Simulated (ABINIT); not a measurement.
# Quasiparticle gap of Ba2IBrF2 (P4mm) in ABINIT, part 3 of 3

Aim: the G0W0 gap of Ba2IBrF2 (P4mm) on PBEsol, step by step.

ABINIT 10.8.3; PBEsol and many-body steps on it, plane waves. Known limits of the many-body steps: not at the basis limit; no spin-orbit coupling; coarse k mesh.

So far. Step 3 (Bands along the symmetry lines): The gap is 4.250 eV, as in the run before at this level. Step 4 (Empty states on the mesh, 2×2×1 mesh, 149 bands): On this mesh the gap is 4.250 eV.

### 5. Screening, 2×2×1 mesh, 137 bands, screening to 106.1 eV

The RPA dielectric matrix is built and inverted for each q.

This step: RPA screening on PBEsol, plane waves, norm-conserving pseudopotentials.

The input, run.abi:

```
acell 3*1.0 Angstrom
rprim 
  4.623364000000 0.000000000000 0.000000000000
  0.000000000000 4.623364000000 0.000000000000
  0.000000000000 0.000000000000 7.991386000000
ntypat 4
znucl 56 53 35 9
natom 6
typat 1 1 2 3 4 4
xred 
  0.500000000000 0.500000000000 0.827396000000
  0.000000000000 0.000000000000 0.185191000000
  0.000000000000 0.000000000000 0.641387000000
  0.500000000000 0.500000000000 0.340098000000
  0.500000000000 0.000000000000 0.002964000000
  0.000000000000 0.500000000000 0.002964000000
pp_dirpath "pseudos"
pseudos "Ba.upf, I.upf, Br.upf, F.upf"
ecut 36
ngkpt 2 2 1
nshiftk 1
shiftk 0 0 0
kptopt 1
chksymbreak 0
istwfk *1
occopt 1
irdwfk 1
optdriver 3
nband 137
ecuteps 3.9
inclvkb 2
awtr 1
symchi 1
indata_prefix "in"
outdata_prefix "out"
tmpdata_prefix "tmp"
```

On the command line:

```
$ OMP_NUM_THREADS=1 mpirun -n 4 abinit run.abi > log
```

Numbers of over 12 decimals in the logs are rounded to 6 here.

Output:

```text
.Version 10.8.3 of ABINIT. v10.8.2 released Aug 2026.

 Symmetries : space group P4 m m (# 99); Bravais tP (primitive tetrag.)
[... echo of the input left out ...]
== DATASET  1 ==================================================================
-   mpi_nproc: 4, omp_nthreads: 1 (-1 if OMP is not activated)

--- !DatasetInfo
iteration_state: {dtset: 1, }
dimensions: {natom: 6, nkpt: 3, mband: 137, nsppol: 1, nspinor: 1, nspden: 1, mpw: 11965, }
cutoff_energies: {ecut:  36.0, pawecutdg:  -1.0, }
electrons: {nelect:   4.80000000E+01, charge:   0.00000000E+00, occopt:   1.00000000E+00, tsmear:   1.00000000E-02, }

 SCREENING: Calculation of the susceptibility and dielectric matrices

 Based on a program developped by R.W. Godby, V. Olevano, G. Onida, and L. Reining.
 Incorporated in ABINIT by V. Olevano, G.-M. Rignanese, and M. Torrent.
.Using double precision arithmetic ; gwpc =  8

[... cell and pseudopotentials left out ...]
--------------------------------------------------------------------------------

 ==== K-mesh for the wavefunctions ====
 Number of points in the irreducible wedge :     3
[... list of points left out ...]
 Together with  8 symmetry operations and time-reversal symmetry
 yields     4 points in the full Brillouin Zone.

 ==== Q-mesh for the screening function ====
 Number of points in the irreducible wedge :     3
[... list of points left out ...]
 Together with  8 symmetry operations and time-reversal symmetry
 yields     4 points in the full Brillouin Zone.

 setmesh: FFT mesh size selected  =    32x   32x   54
          total number of points  =        55296

 vcoul_init : cutoff-mode = AUXILIARY_FUNCTION
 q-points for optical limit:   1
     1)      0.000010    0.000020    0.000030

- screening: taking advantage of time-reversal symmetry
- Maximum band index for partially occupied states nbvw = 24
- Remaining bands to be divided among processors   nbcw = 113
- Number of bands treated by each node ~28

 Number of electrons calculated from density =   48.0000; Expected =   48.0000
 average of density, n =  0.041640
 r_s =    1.7898
 omega_plasma =   19.6838 [eV]

 calculating chi0 at frequencies [eV] :
  1    0.000000E+00    0.000000E+00
  2    0.000000E+00    1.968379E+01

--------------------------------------------------------------------------------
  q-point number  1        q = ( 0.000000, 0.000000, 0.000000) [r.l.u.]
--------------------------------------------------------------------------------
[... chi0 elements left out ...]
 For q-point:  0.000010 0.000020 0.000030
  dielectric constant =   3.6826
  dielectric constant without local fields =   4.3144

  Average fulfillment of the sum rule on Im[epsilon] for q-point    1 :     67.06  [%]
[... wings left out ...]
  q-point number  2        q = ( 0.500000, 0.000000, 0.000000) [r.l.u.]
--------------------------------------------------------------------------------
[... chi0 elements left out ...]
  Average fulfillment of the sum rule on Im[epsilon] for q-point    2 :     70.88  [%]

 [... 1 further q-points ...]
```

Elapsed: 60 s, on 4 MPI ranks of Intel Xeon Platinum 8259CL at 2.50GHz (Skylake/Cascade Lake), shared host; peak memory 1.3 GiB.

This step gave:

| Property | Result |
| --- | --- |
| ε∞ with local fields, on this mesh, along the program's q direction | 3.683 |
| the same without local fields | 4.314 |
| plasma frequency | 19.68 eV |
| plane waves in the screening matrix | 417 |

Local fields lower ε∞ by 15 %. On a Γ-centred mesh this coarse the value itself is usually too large, while a short band sum pulls it down.

### 6. Self-energy, 2×2×1 mesh, 137 bands, screening to 106.1 eV

The self-energy is evaluated for the states that the input lists, and the levels follow from it, in one-shot runs by the linearised quasiparticle equation.

This step: G0W0 on PBEsol, plane waves, norm-conserving pseudopotentials.

Changes to run.abi since step 5:

```diff
@@ -27,8 +27,15 @@
 irdwfk 1
-optdriver 3
+optdriver 4
 nband 137
+gwcalctyp 0
+ecutsigx 36
+symsigma 1
+nkptgw 1
+kptgw 
+  0.0000000000 0.0000000000 0.0000000000
+bdgw 
+  23 26
 ecuteps 3.9
-inclvkb 2
-awtr 1
-symchi 1
+irdscr 1
+ppmodel 1
 indata_prefix "in"
```

Output:

```text
.Version 10.8.3 of ABINIT. v10.8.2 released Aug 2026.

 Symmetries : space group P4 m m (# 99); Bravais tP (primitive tetrag.)
[... echo of the input left out ...]
== DATASET  1 ==================================================================
-   mpi_nproc: 4, omp_nthreads: 1 (-1 if OMP is not activated)

--- !DatasetInfo
iteration_state: {dtset: 1, }
dimensions: {natom: 6, nkpt: 3, mband: 137, nsppol: 1, nspinor: 1, nspden: 1, mpw: 11965, }
cutoff_energies: {ecut:  36.0, pawecutdg:  -1.0, }
electrons: {nelect:   4.80000000E+01, charge:   0.00000000E+00, occopt:   1.00000000E+00, tsmear:   1.00000000E-02, }

 SIGMA: Calculation of the GW corrections

 Based on a program developped by R.W. Godby, V. Olevano, G. Onida, and L. Reining.
 Incorporated in ABINIT by V. Olevano, G.-M. Rignanese, and M. Torrent.
.Using double precision arithmetic ; gwpc =  8

[... cell and pseudopotentials left out ...]
--------------------------------------------------------------------------------

 ==== K-mesh for the wavefunctions ====
 Number of points in the irreducible wedge :     3
[... list of points left out ...]
 Together with  8 symmetry operations and time-reversal symmetry
 yields     4 points in the full Brillouin Zone.

 ==== Q-mesh for screening function ====
 Number of points in the irreducible wedge :     3
[... list of points left out ...]
 Together with  8 symmetry operations and time-reversal symmetry
 yields     4 points in the full Brillouin Zone.

 vcoul_init : cutoff-mode = AUXILIARY_FUNCTION
 q-points for optical limit:   1
     1)      0.000010    0.000020    0.000030
 setmesh: FFT mesh size selected  =    48x   48x   81
          total number of points  =       186624

 Number of electrons calculated from density =   48.0000; Expected =   48.0000
 average of density, n =  0.041640
 r_s =    1.7898
 omega_plasma =   19.6838 [eV]

 === KS Band Gaps ===
  >>>> For spin  1
   Minimum direct gap =   4.2500 [eV], located at k-point      :   0.0000  0.0000  0.0000
   Fundamental gap    =   4.2500 [eV], Top of valence bands at :   0.0000  0.0000  0.0000
                                       Bottom of conduction at :   0.0000  0.0000  0.0000
 SIGMA fundamental parameters:
 PLASMON POLE MODEL  1
 number of plane-waves for SigmaX                11965
 number of plane-waves for SigmaC and W            417
 number of plane-waves for wavefunctions         11965
 number of bands                                   137
 number of independent spin polarizations            1
 number of spinorial components                      1
 number of k-points in IBZ                           3
 number of q-points in IBZ                           3
 number of symmetry operations                       8
 number of k-points in BZ                            4
 number of q-points in BZ                            4
 number of frequencies for dSigma/dE                 9
 frequency step for dSigma/dE [eV]                0.25
 number of omega for Sigma on real axis              0
 max omega for Sigma on real axis  [eV]           0.00
 zcut for avoiding poles [eV]                     0.10

 EPSILON^-1 parameters (SCR file):
 dimension of the eps^-1 matrix on file            417
 dimension of the eps^-1 matrix used               417
 number of plane-waves for wavefunctions         11965
 number of bands                                   137
 number of q-points in IBZ                           3
 number of frequencies                               2
 number of real frequencies                          1
 number of imag frequencies                          1

 matrix elements of self-energy operator (all in [eV])

 Perturbative Calculation

--- !SelfEnergy_ee
iteration_state: {dtset: 1, }
kpoint     : [   0.000,    0.000,    0.000, ]
spin       : 1
KS_gap     :    4.250
QP_gap     :    6.167
Delta_QP_KS:    1.917
data: !SigmaeeData |
     Band     E0 <VxcDFT>   SigX SigC(E0)      Z dSigC/dE  Sig(E)    E-E0       E
       23   2.397 -11.959 -15.261   2.163   0.820  -0.220 -12.893  -0.934   1.462
       24   2.397 -11.959 -15.261   2.163   0.820  -0.220 -12.893  -0.934   1.462
       25   6.647  -8.509  -4.148  -3.194   0.842  -0.187  -7.526   0.983   7.630
       26   6.953  -8.356  -3.825  -3.354   0.845  -0.183  -7.361   0.995   7.948

== END DATASET(S) ==============================================================
================================================================================

 -outvars: echo values of variables after computation  --------
           etotal      0.0000000000E+00
            nband         137
             nkpt           3
          spgroup          99
 [... the other variables as echoed above ...]

 Calculation completed.
```

It took 16 s on 4 MPI ranks; peak memory 0.96 GiB.

Numbers from this step:

```yaml
g0w0_gap_on_the_points_computed: 6.168 eV
starting_gap_on_the_mesh: 4.250 eV
k_of_the_valence_top: 0, 0, 0
k_of_the_conduction_bottom: 0, 0, 0
z_at_the_valence_top: 0.82
z_at_the_conduction_bottom: 0.842
least_direct_g0w0_gap_on_the_computed_points: 6.168 eV
```

The gap on the mesh goes from 4.25 eV to 6.17 eV, a correction of +1.92 eV.

Limits: finite bands, cutoff and mesh; no spin-orbit coupling; coarse k mesh. v1 is the top filled band, c1 the lowest empty one. The levels before and after the correction (eV, zero at the valence-band top of each column):

```csv
,conduction bottom,valence top
Kohn-Sham,4.25,0.00
G0W0,6.17,0.00
```

```csv
,level,energy (eV)
Kohn-Sham,Γ v2-v1,0.000
Kohn-Sham,Γ c1,4.250
Kohn-Sham,Γ c2,4.557
G0W0,Γ v2-v1,0.000
G0W0,Γ c1,6.168
G0W0,Γ c2,6.486
```

### 7. Where the time went

Times are wall times on the hardware named with each run, good to a factor of about two.

```csv
step,time,share,memory (GiB)
ground state,3.7 min,24 %,0.57
bands along the symmetry lines,7.5 min,49 %,0.8
empty states on the mesh,2.8 min,18 %,0.44
screening,60 s,7 %,1.3
self-energy,16 s,2 %,0.96
```

### 8. Results

* PBEsol gap: 4.25 eV, direct
* G0W0 gap on the mesh: 6.17 eV
* GW settings: 2×2×1 mesh, 137 bands, screening to 106.1 eV, Godby-Needs plasmon pole
* known limits: not at the basis limit; no spin-orbit coupling; coarse k mesh

**Reading.** G0W0 moves the gap on the mesh from 4.25 eV to 6.17 eV (+1.92 eV), with Z of 0.82 and 0.84 at the edges. Local fields lower the RPA ε∞ on this mesh from 4.31 to 3.68; a Γ-centred mesh this coarse tends to raise both, most where the direct gap is narrow, while a short band sum lowers them. Only 1 of the mesh's irreducible points was corrected, so a valley elsewhere could overtake. The dearest step here is «bands along the symmetry lines». Bands and cutoff are finite, so the gap is not at the basis limit. The miss can reach some tenths of an eV and take either sign; the mesh is an error of its own. In the G0W0 run levels were corrected at 1 k point alone, so a gap called «on the mesh» is the least over those, and an edge elsewhere would be missed. The 2×2×1 mesh is coarse for this cell, which bears on the long-range parts of exchange and screening. The many-body steps are scalar-relativistic: spin-orbit coupling is not in them.

[Paths, hosts, dates, memory and timing lines, banners, echoed tables and standing remarks are left out of the program output.]

[Logs are printed without paths, hosts, clocks, repeated set-up lines and the standing remarks that a program may print on its own settings, such as how far it seeks lower states.]

[Runs of the session that timed out or met a known fault of the program may be left out.]

[Hosts, paths, dates, database ids (printed as entryN), source tags and the programs' standing remarks are cut or masked in the printed files.]

[G0W0 gaps are taken among the corrected bands and points alone; a level outside them can change the order at an edge.]

[Where Ansatz stands beside ABINIT at settings called matched, ABINIT's density can come from a denser mesh and the files from another edition; pairs whose starting gaps differed by over 0.03 eV were left out, so agreement reads better than it is.]
